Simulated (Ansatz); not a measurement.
## WSi2N4 monolayer in a perpendicular field

Aim: how the WSi2N4 monolayer screens a field along its normal, and what the field does to its bands. A positive field points along +c.

Method: plane-wave DFT, PBE-D3(BJ), Ansatz PAW, in Ansatz 0.2.0.

**1. Starting point**

The cell holds 7 atoms: 4 N, 2 Si and 1 W. Cell: a = 2.920 Å, b = 2.920 Å, c = 45.201 Å, α = 90.0°, β = 90.0°, γ = 120.0°. Vacuum lies along c.

Structure file:

```cif
data_structure
_symmetry_space_group_name_H-M 'P 1'
_symmetry_Int_Tables_number 1
_cell_length_a 2.9200
_cell_length_b 2.9200
_cell_length_c 45.2010
_cell_angle_alpha 90.000
_cell_angle_beta 90.000
_cell_angle_gamma 120.000
_cell_volume 333.77
loop_
_atom_site_label
_atom_site_type_symbol
_atom_site_fract_x
_atom_site_fract_y
_atom_site_fract_z
_atom_site_occupancy
N1 N 0.00000 0.00000 0.42145 1
Si2 Si 0.33333 0.66667 0.43184 1
N3 N 0.33333 0.66667 0.47055 1
W4 W 0.00000 0.00000 0.50000 1
N5 N 0.33333 0.66667 0.52945 1
Si6 Si 0.33333 0.66667 0.56816 1
N7 N 0.00000 0.00000 0.57855 1
```

**2. Relaxation**

The starting cell is a guess, so the in-plane lattice and the atoms are relaxed first, with the slab cut off from its images along the normal.

Contents of input.yaml:

```yaml
crystal:
  lattice:
    - [2.92, 0.0, 0.0]
    - [-1.46, 2.5287941791, 0.0]
    - [0.0, 0.0, 45.2010220828]
  atoms:
    - { symbol: "N", position: [0.0, 0.0, 0.421450647] }
    - { symbol: Si, position: [0.3333333333, 0.6666666667, 0.4318360821] }
    - { symbol: "N", position: [0.3333333333, 0.6666666667, 0.4705520207] }
    - { symbol: W, position: [0.0, 0.0, 0.5] }
    - { symbol: "N", position: [0.3333333333, 0.6666666667, 0.5294479793] }
    - { symbol: Si, position: [0.3333333333, 0.6666666667, 0.5681639179] }
    - { symbol: "N", position: [0.0, 0.0, 0.578549353] }
  periodic: [true, true, false]
kpoints:
  mp_grid: { grid: [12, 12, 1] }
hamiltonian:
  xc: pbe
  dispersion: d3bj
scf:
  occupations: { method: fermi_dirac, width: 0.05 }
  convergence: { dr2_threshold: 1.0e-09 }
relax:
  f_tol: 0.004
  max_steps: 90
  cell: {}
output:
  write_potential: true
  write_density: true
  volumetric_format: npy
```

Launch:

```
> ansatz run input.yaml --threads 2 --pin off --max-ram 3072MiB --backend cpu --events-out ev --progress --plain --runs-dir out
```

Numbers of over 12 decimals in the logs are rounded to 6 here.

The log of the run:

```text
Warning: relax.cell: scf.convergence.dr2_threshold = 1e-9 eV is looser than the 2.39361283304e-10 eV advised for a relaxation that steers and ends on the stress (1e-10 eV for each atom of the cell: 7, times the square of relax.cell.stress_2d_tol = 0.05 N/m over 17.1 Å (the atoms' height at the walk's start and 5 Å past either face), 2.924e-2 GPa, over a crystal's default 0.05). What an SCF threshold leaves in a stress goes as its square root, and in the free energy as the threshold itself, and one threshold admits the most on a small cell: [figures from the program's tests cut] Set scf.convergence.dr2_threshold to 2.39361283304e-10 eV or tighter. [rest of the remark cut]
Engine: ansatz 0.2.0, aarch64-unknown-linux-gnu
Pseudopotentials: kind: paw
Pseudopotential: N, paw, valence charge 5, recommended cutoff 420 eV (normal), N.paw.azcp
Pseudopotential: Si, paw, valence charge 4, recommended cutoff 420 eV (normal), Si.paw.azcp
Pseudopotential: W, paw, valence charge 14, recommended cutoff 420 eV (normal), W.paw.azcp
Functional definition: PBE
  parameter kappa = 0.804
  parameter beta = 0.066725
  exchange = pbe_x(kappa = kappa, mu = beta*pi^2/3)
  correlation = pbe_c(beta = beta)
Crystal: 7 atoms, lattice volume = 333.768 Å³
Basis set: ecut = 420 eV, 6463 PW (Γ), exchange–correlation on 40×40×640 points (8 copies of the dense FFT grid, shifted against one another)
Bands: 28, of which v1, the nominal top of the filled ones, is band 21 counted from 1 (20 counted from 0)
Symmetry: 12 space group operations
Space group: P-6m2 (ITA 187), of the structure as read, at distance tolerance 6.9e-5 Å
k-points: 19 of 144 (time reversal used)
Non-local potential: N, projectors of the file, l = 0: 2, l = 1: 2, l = 2: 1
Non-local potential: Si, projectors of the file, l = 0: 2, l = 1: 2, l = 2: 2
Non-local potential: W, projectors of the file, l = 0: 3, l = 1: 2, l = 2: 2, l = 3: 1
PAW form: soft (Blöchl's): semilocal exchange-correlation on the pseudo side does not see the compensation charge
PAW one-centre angular grid: N, 110 points (default); XC on 64 Gauss nodes
PAW one-centre angular grid: Si, 110 points (default); XC on 64 Gauss nodes
PAW one-centre angular grid: W, 590 points (default); XC on 64 Gauss nodes
Initial density: superposition of atomic densities (neutral atoms: chi_scale 0, normalization atom), corrected by the library's trained network
Initial wavefunctions: pseudopotential atomic-orbital guess
Functional: x = pbe(κ = 0.804, μ = 0.219515), c = pbe(β = 0.066725)
SCF iter   1: F=—  HF=-13200.373717 eV  |F-HF|=—  |Δ(HF+E_count)|=         —  Δρ=2.73e-3  dr2=9.49e-3  ethr=1.77e-3  ⟨swp⟩=15.7  Hψ=4987  notcnv=0  defer=1
preconditioner: auto → Resta (q_TF=auto, 1.931 Å⁻¹)  ε∞=2.0  [insulator: Δε(μ)=2.547 eV  Ē_g=11.936 eV  σ=0.050 eV  W_gap=1.00  n_scr=26 (ndim 8)  ℏωp=11.9 eV  f_vac=0.764  D(μ)=0.00/eV (n_scr^D=0)  ε∞_Penn≈2.0  vacuum switching on, ρ_ref=1.0e-2 e/Å³]
SCF iter   2: F=—  HF=-13200.377886 eV  |F-HF|=—  |Δ(HF+E_count)|=   4.17e-3  Δρ=1.38e-3  dr2=2.47e-3  ethr=2.26e-5  ⟨swp⟩=3.9  Hψ=1658  notcnv=0  defer=28
SCF iter   3: F=—  HF=-13200.380843 eV  |F-HF|=—  |Δ(HF+E_count)|=   2.96e-3  Δρ=5.51e-4  dr2=2.65e-3  ethr=5.87e-6  ⟨swp⟩=3.7  Hψ=1319  notcnv=0  defer=28
SCF iter   4: F=—  HF=-13200.380449 eV  |F-HF|=—  |Δ(HF+E_count)|=   3.94e-4  Δρ=1.27e-4  dr2=5.93e-5  ethr=5.87e-6  ⟨swp⟩=2.8  Hψ=803  notcnv=0  defer=28
SCF iter   5: F=—  HF=-13200.380365 eV  |F-HF|=—  |Δ(HF+E_count)|=   8.50e-5  Δρ=5.29e-5  dr2=8.78e-6  ethr=1.41e-7  ⟨swp⟩=3.6  Hψ=1280  notcnv=0  defer=28
SCF iter   6: F=—  HF=-13200.380365 eV  |F-HF|=—  |Δ(HF+E_count)|=   1.55e-7  Δρ=1.99e-5  dr2=1.59e-6  ethr=2.09e-8  ⟨swp⟩=3.3  Hψ=1158  notcnv=0  defer=28
SCF iter   7: F=—  HF=-13200.380427 eV  |F-HF|=—  |Δ(HF+E_count)|=   6.28e-5  Δρ=5.49e-6  dr2=6.75e-8  ethr=3.78e-9  ⟨swp⟩=3.3  Hψ=1097  notcnv=0  defer=28
SCF iter   8: F=—  HF=-13200.380428 eV  |F-HF|=—  |Δ(HF+E_count)|=   1.18e-7  Δρ=2.06e-6  dr2=8.33e-9  ethr=1.61e-10  ⟨swp⟩=3.5  Hψ=1225  notcnv=0  defer=28
SCF iter   9: F=-13200.380428 eV  HF=-13200.380428 eV  |F-HF|=5.93e-10  |Δ(HF+E_count)|=   2.76e-8  Δρ=4.95e-7  dr2=6.78e-10  ethr=2.38e-12  ⟨swp⟩=12.1  Hψ=5364  notcnv=0
SCF 1 converged in 9 iterations: F = -13200.380428 eV  dr2 = 6.78e-10
  greatest PAW one-centre occupation: 1.000 electrons in one spin orbital (limit 2), on the W atom at site 3 (counted from 0), in its partial waves of l = 0
relax step   1: F+E_penalty+E_count = -13200.38042758 eV  Δ(F+E_penalty+E_count) = +0.000e0 eV  max|allowed force component| = 1.852e0 eV/Å  Δτ_max = 0.0000 Å  P = -8.818 N/m  Ω = 333.768 Å³  fix = [c, alpha, beta]  reactions: c -0.000 N/m  (9 SCF iters, accepted)
Crystal: 7 atoms, lattice volume = 329.056 Å³
Basis set: ecut = 420 eV, 6391 PW (Γ), exchange–correlation on 40×40×640 points (8 copies of the dense FFT grid, shifted against one another)
Initial density: handed on by an earlier stage of this run
Initial wavefunctions: those handed on with the density
iter 1 solved again at ethr=6.56e-4 eV; its pass at ethr=3.10e-3 eV (dr2=2.75e-1 eV) is discarded
SCF iter   1: F=—  HF=-13200.624514 eV  |F-HF|=—  |Δ(HF+E_count)|=         —  Δρ=9.71e-3  dr2=2.80e-1  ethr=6.56e-4  ⟨swp⟩=2.6  Hψ=5164  notcnv=0
preconditioner: auto → Resta (q_TF=auto, 1.936 Å⁻¹)  ε∞=1.9  [insulator: Δε(μ)=1.970 eV  Ē_g=12.406 eV  σ=0.050 eV  W_gap=1.00  n_scr=26 (ndim 8)  ℏωp=11.9 eV  f_vac=0.771  D(μ)=0.00/eV (n_scr^D=0)  ε∞_Penn≈1.9  vacuum switching on, ρ_ref=1.1e-2 e/Å³]
SCF iter   2: F=—  HF=-13200.559212 eV  |F-HF|=—  |Δ(HF+E_count)|=   6.53e-2  Δρ=3.79e-3  dr2=3.99e-2  ethr=6.56e-4  ⟨swp⟩=3.9  Hψ=1078  notcnv=0  defer=1
SCF iter   3: F=—  HF=-13200.553296 eV  |F-HF|=—  |Δ(HF+E_count)|=   5.92e-3  Δρ=2.17e-3  dr2=1.04e-2  ethr=9.51e-5  ⟨swp⟩=4.8  Hψ=1399  notcnv=0  defer=26
SCF iter   4: F=—  HF=-13200.552881 eV  |F-HF|=—  |Δ(HF+E_count)|=   4.14e-4  Δρ=7.92e-4  dr2=2.40e-3  ethr=2.49e-5  ⟨swp⟩=3.2  Hψ=1161  notcnv=0  defer=26
SCF iter   5: F=—  HF=-13200.552462 eV  |F-HF|=—  |Δ(HF+E_count)|=   4.20e-4  Δρ=2.36e-4  dr2=1.23e-4  ethr=5.71e-6  ⟨swp⟩=3.1  Hψ=1056  notcnv=0  defer=26
SCF iter   6: F=—  HF=-13200.552480 eV  |F-HF|=—  |Δ(HF+E_count)|=   1.83e-5  Δρ=1.00e-4  dr2=3.64e-5  ethr=2.93e-7  ⟨swp⟩=3.7  Hψ=1256  notcnv=0  defer=26
SCF iter   7: F=—  HF=-13200.552534 eV  |F-HF|=—  |Δ(HF+E_count)|=   5.39e-5  Δρ=2.26e-5  dr2=8.22e-7  ethr=8.67e-8  ⟨swp⟩=2.9  Hψ=951  notcnv=0  defer=26
SCF iter   8: F=—  HF=-13200.552596 eV  |F-HF|=—  |Δ(HF+E_count)|=   6.24e-5  Δρ=3.27e-6  dr2=4.21e-8  ethr=1.96e-9  ⟨swp⟩=4.3  Hψ=1417  notcnv=0  defer=26
[...]
SCF 3 converged in 9 iterations: F = -13200.594948 eV  dr2 = 2.35e-10
relax step   3: F+E_penalty+E_count = -13200.59494767 eV  Δ(F+E_penalty+E_count) = -4.235e-2 eV  max|allowed force component| = 8.863e-2 eV/Å  Δτ_max = 0.0550 Å  P = +0.170 N/m  Ω = 326.809 Å³  energy of the carried Pulay correction = +4.694e-3 eV  fix = [c, alpha, beta]  reactions: c +0.000 N/m  (9 SCF iters, accepted)
[...]
relax step   4: F+E_penalty+E_count = -13200.59537674 eV  Δ(F+E_penalty+E_count) = -4.291e-4 eV  max|allowed force component| = 2.894e-2 eV/Å  Δτ_max = 0.0033 Å  P = +0.242 N/m  Ω = 326.835 Å³  energy of the carried Pulay correction = +4.676e-3 eV  fix = [c, alpha, beta]  reactions: c +0.000 N/m  (7 SCF iters, accepted)
[...]
relax step   5: F+E_penalty+E_count = -13200.59529024 eV  Δ(F+E_penalty+E_count) = +8.650e-5 eV  max|allowed force component| = 1.886e-2 eV/Å  Δτ_max = 0.0020 Å  P = -0.101 N/m  Ω = 327.037 Å³  energy of the carried Pulay correction = +4.539e-3 eV  fix = [c, alpha, beta]  reactions: c -0.000 N/m  (7 SCF iters, accepted)
[...]
relax step   6: F+E_penalty+E_count = -13200.59534082 eV  Δ(F+E_penalty+E_count) = -5.058e-5 eV  max|allowed force component| = 3.426e-4 eV/Å  Δτ_max = 0.0008 Å  P = -0.002 N/m  Ω = 326.990 Å³  energy of the carried Pulay correction = +4.570e-3 eV  fix = [c, alpha, beta]  reactions: c -0.000 N/m  (6 SCF iters, accepted)
[...]
relax step   7: F+E_penalty+E_count = -13200.59120943 eV  Δ(F+E_penalty+E_count) = +4.131e-3 eV  max|allowed force component| = 4.144e-4 eV/Å  Δτ_max = 0.0000 Å  P = -0.114 N/m  Ω = 326.990 Å³  fix = [c, alpha, beta]  reactions: c -0.000 N/m  stress off target by 1.14e-1 N/m on what of the cell is left free  SCF on the basis re-selected at this cell (its energy is not comparable with the rows above)  (5 SCF iters)
[...]
relax step   8: F+E_penalty+E_count = -13200.59128129 eV  Δ(F+E_penalty+E_count) = -7.187e-5 eV  max|allowed force component| = 1.261e-3 eV/Å  Δτ_max = 0.0003 Å  P = -0.007 N/m  Ω = 326.896 Å³  energy of the carried Pulay correction = +6.412e-5 eV  fix = [c, alpha, beta]  reactions: c -0.000 N/m  (6 SCF iters, accepted)
iter 1 solved again at ethr=2.48e-7 eV; its pass at ethr=3.10e-3 eV (dr2=1.04e-4 eV) is discarded
SCF iter   1: F=—  HF=-13200.591222 eV  |F-HF|=—  |Δ(HF+E_count)|=         —  Δρ=2.80e-6  dr2=1.29e-8  ethr=2.48e-7  ⟨swp⟩=7.3  Hψ=8031  notcnv=0
eigensolver tolerance schedule: the retry pair's looser diagonalisation over-reported the residual by 8055.08 of it (diagonalisation noise at 1.81 of the residual, at the tolerance the schedule requests for it); recorded, not acted on — ethr = c·dr2/N_el stays at c = 1.0e-1
preconditioner: auto → Resta (q_TF=auto, 1.938 Å⁻¹)  ε∞=1.9  [insulator: Δε(μ)=2.433 eV  Ē_g=12.324 eV  σ=0.050 eV  W_gap=1.00  n_scr=26 (ndim 8)  ℏωp=12.0 eV  f_vac=0.767  D(μ)=0.00/eV (n_scr^D=0)  ε∞_Penn≈1.9  vacuum switching on, ρ_ref=1.1e-2 e/Å³]
SCF iter   2: F=—  HF=-13200.591251 eV  |F-HF|=—  |Δ(HF+E_count)|=   2.90e-5  Δρ=1.58e-6  dr2=9.44e-9  ethr=3.08e-11  ⟨swp⟩=7.4  Hψ=2542  notcnv=0
SCF iter   3: F=—  HF=-13200.591251 eV  |F-HF|=—  |Δ(HF+E_count)|=   1.34e-9  Δρ=9.27e-7  dr2=1.82e-9  ethr=2.25e-11  ⟨swp⟩=2.9  Hψ=776  notcnv=0
SCF iter   4: F=-13200.591251 eV  HF=-13200.591251 eV  |F-HF|=2.26e-10  |Δ(HF+E_count)|=  6.55e-11  Δρ=5.91e-7  dr2=6.31e-10  ethr=2.38e-12  ⟨swp⟩=21.9  Hψ=5717  notcnv=0
SCF 9 converged in 4 iterations: F = -13200.591251 eV  dr2 = 6.31e-10
relax step   9: F+E_penalty+E_count = -13200.59125058 eV  Δ(F+E_penalty+E_count) = +3.071e-5 eV  max|allowed force component| = 1.228e-3 eV/Å  Δτ_max = 0.0000 Å  P = -0.008 N/m  Ω = 326.896 Å³  fix = [c, alpha, beta]  reactions: c -0.000 N/m  stress off target by 7.98e-3 N/m on what of the cell is left free  SCF on the basis re-selected at this cell (its energy is not comparable with the rows above)  (4 SCF iters)
basis re-selected at this cell: Δ(F+E_penalty+E_count) = +3.071e-5 eV, ΔP = -0.001 N/m vs the last step (what re-selecting the basis moved, of the pressure what is left beyond the Pulay correction that the steps carried, after the strain that the cell walked since its last selection, with what the two solves' SCF thresholds leave and, on support functions, any second-order correction that the steps lacked; it is no m [...]
WARN: The output density's exchange-correlation potential varies sharply where the density is thin. Do not read a vacuum level from v_tot or v_xc, or from such a field of the output density. On a cell that repeats whose density bears no net charge and no dipole along the vacuum's axis use v_es (v_loc + v_h of the components); under efield.dipole_correction with no amplitude use v_es + v_field, which holds any externa [...]
SCF converged after 4 iterations
Free energy (F): -13200.591251 eV
Harris-Foulkes:  -13200.591251 eV  (|F-HF|=2.26e-10)
Internal energy: -13200.591251 eV  (E = F + TS)
E sigma→0 (E₀):  -13200.591251 eV
Fermi energy:    -4.145628 eV
--- Per-component energies (eV) ---
  E_band       = -861.891303
  E_kinetic    = 1076.522434
  E_local      = -192709.400650  (includes V_loc(G=0)·N_el)
  E_nonlocal   = 229.691542
  E_hartree    = 95697.421247
  E_xc         = -623.599911
  E_vxc        = -645.823566  (∫ρ·V_xc dr)
  E_paw        = -10098.288208  (= ΣΔE_a)
  E_vpaw       = -207.718950  (= ΣTr[D̂ρ^β])
  E_aug_tail   = 0.000359  (compensation charges beyond the density's cutoff)
  E_ewald      = 93228.895244
  E_disp       = -1.833307  (pairwise vdW)
  E_smearing   = -0.000000  (= −TS)
  E_closure    = 0.000000  (closes the sum)
  Σ components = -13200.591251   (vs F -13200.591251, Δ=0.00e0)
--- Forces (eV/Å), atoms counted from 1 ---
  atom   1  N     -0.00000000    -0.00000000     0.00035681
  atom   2  Si    -0.00000000     0.00000000     0.00072422
  atom   3  N      0.00000000    -0.00000000    -0.00122848
  atom   4  W     -0.00000000    -0.00000000     0.00000000
  atom   5  N      0.00000000    -0.00000000     0.00122848
  atom   6  Si     0.00000000     0.00000000    -0.00072422
  atom   7  N     -0.00000000    -0.00000000    -0.00035681
  max |Σ_I F_I| component: 5.00e-16 eV/Å
--- 2D stress c σ (N/m, compression-positive) ---
       -0.007985       0.000000      -0.000000
        0.000000      -0.007985      -0.000000
       -0.000000      -0.000000      -0.000000
  P = ½ c Tr σ = -0.0080 N/m
--- Band table (eV; the first three rows and the last of 19) ---
  k-point 0: bands = [... 17 lower, -7.8788, -7.8192, -7.8192, -5.3445, -2.2245, -2.2245, -1.5671 (-1.5671°), -1.5671 (-1.5671°), ... 3 higher]
  k-point 1: bands = [... 17 lower, -8.1170, -7.9690, -7.6428, -5.4295, -2.4442, -2.2255, -1.7807 (-1.7807°), -1.3561 (-1.3561°), ... 3 higher]
  k-point 2: bands = [... 17 lower, -8.3998, -8.3368, -7.7021, -5.8298, -2.5291, -2.1963, -1.8135, -0.8415 (-0.8415°), ... 3 higher]
  k-point 18: bands = [... 17 lower, -9.6160, -7.6960, -6.9509, -5.6497, -2.8756, -1.8781, -0.5577, -0.1811, ... 3 higher]
  ° read free of the cell's end (the report's vacuum.weakly_bound_levels)
--- Relaxed structure (7 steps of the walk, 7 accepted, 2 SCFs on fresh bases) ---
  F+E_penalty+E_count = -13200.59125058 eV   max|allowed force component| = 1.228e-3 eV/Å   (the final SCF, on the basis selected at the relaxed cell)
  cell:  # Å, volume = 326.8961 Å³
    - [2.889784, 0, 0]
    - [-1.444892, 2.502627, 0]
    - [0, 0, 45.2010220828]
  atoms:
    - { symbol: N, position: [1.0617738147274992e-17, -5.126888450455062e-17, 0.421718] }
    - { symbol: Si, position: [0.333333, 0.666667, 0.433288] }
    - { symbol: N, position: [0.333333, 0.666667, 0.472041] }
    - { symbol: W, position: [1.0573552618555006e-17, -5.1357255561990615e-17, 0.500000] }
    - { symbol: N, position: [0.333333, 0.666667, 0.527959] }
    - { symbol: Si, position: [0.333333, 0.666667, 0.566712] }
    - { symbol: N, position: [1.0529367089834988e-17, -5.1445626619430626e-17, 0.578282] }
```

Wall time 99 s (2 threads of Arm Neoverse V2, shared host); peak memory 0.57 GiB.

Step by step:

| step | energy less that of the first step (eV) | largest force component (eV/Å) | volume (Å³) |
| --- | --- | --- | --- |
| 1 | 0.0000 | 1.8517 | 333.77 |
| 2 | -0.1722 | 0.8525 | 329.06 |
| 3 | -0.2145 | 0.0886 | 326.81 |
| 4 | -0.2149 | 0.0289 | 326.83 |
| 5 | -0.2149 | 0.0189 | 327.04 |
| 6 | -0.2149 | 0.0003 | 326.99 |
| 7* | -0.2108 | 0.0004 | 326.99 |
| 8 | -0.2109 | 0.0013 | 326.90 |
| 9* | -0.2108 | 0.0012 | 326.90 |

Relaxation steps marked * repeat the geometry before them on a plane-wave basis chosen anew for their cell, so energy and pressure can jump there.

The run keeps the 12 symmetry operations that it works with, so distortions that break them were not tested.

| cell as run | before | after | change |
| --- | --- | --- | --- |
| a (Å) | 2.920 | 2.890 | -1.0 % |
| b (Å) | 2.920 | 2.890 | -1.0 % |

The atoms that moved most (Å, along periodic axes as changes of fractional coordinates times the final cell, across vacuum about the mean position):

| atom | dx | dy | dz | length |
| --- | --- | --- | --- | --- |
| N5 | 0.000 | 0.000 | -0.067 | 0.067 |
| N3 | 0.000 | 0.000 | 0.067 | 0.067 |
| Si6 | 0.000 | 0.000 | -0.066 | 0.066 |
| Si2 | 0.000 | 0.000 | 0.066 | 0.066 |
| N7 | 0.000 | 0.000 | -0.012 | 0.012 |
| N1 | 0.000 | 0.000 | 0.012 | 0.012 |

Final coordinates:

```xyz
7
Lattice="2.8898 0.0000 0.0000 -1.4449 2.5026 0.0000 0.0000 0.0000 45.2010" Properties=species:S:1:pos:R:3
N     0.0000    0.0000   19.0621
Si    0.0000    1.6684   19.5851
N     0.0000    1.6684   21.3368
W     0.0000    0.0000   22.6005
N     0.0000    1.6684   23.8643
Si    0.0000    1.6684   25.6159
N     0.0000    0.0000   26.1389
```

Numbers from this step:

```
gap on the k-mesh : 2.433 eV
```

The lattice constant a goes from 2.920 to 2.890 Å.

(Part 1 of 2 ends here.)

[Logs are printed without paths, hosts, clocks, repeated set-up lines and the standing remarks that a program may print on its own settings, such as how far it seeks lower states.]

[Hosts, paths, dates, database ids (printed as entryN), source tags and the programs' standing remarks are cut or masked in the printed files.]

[Maps of the electrostatic potential energy from Ansatz leave out the sawtooth potential of an applied field or a dipole correction, so their vacuum need not be flat; planar profiles and work functions include it.]
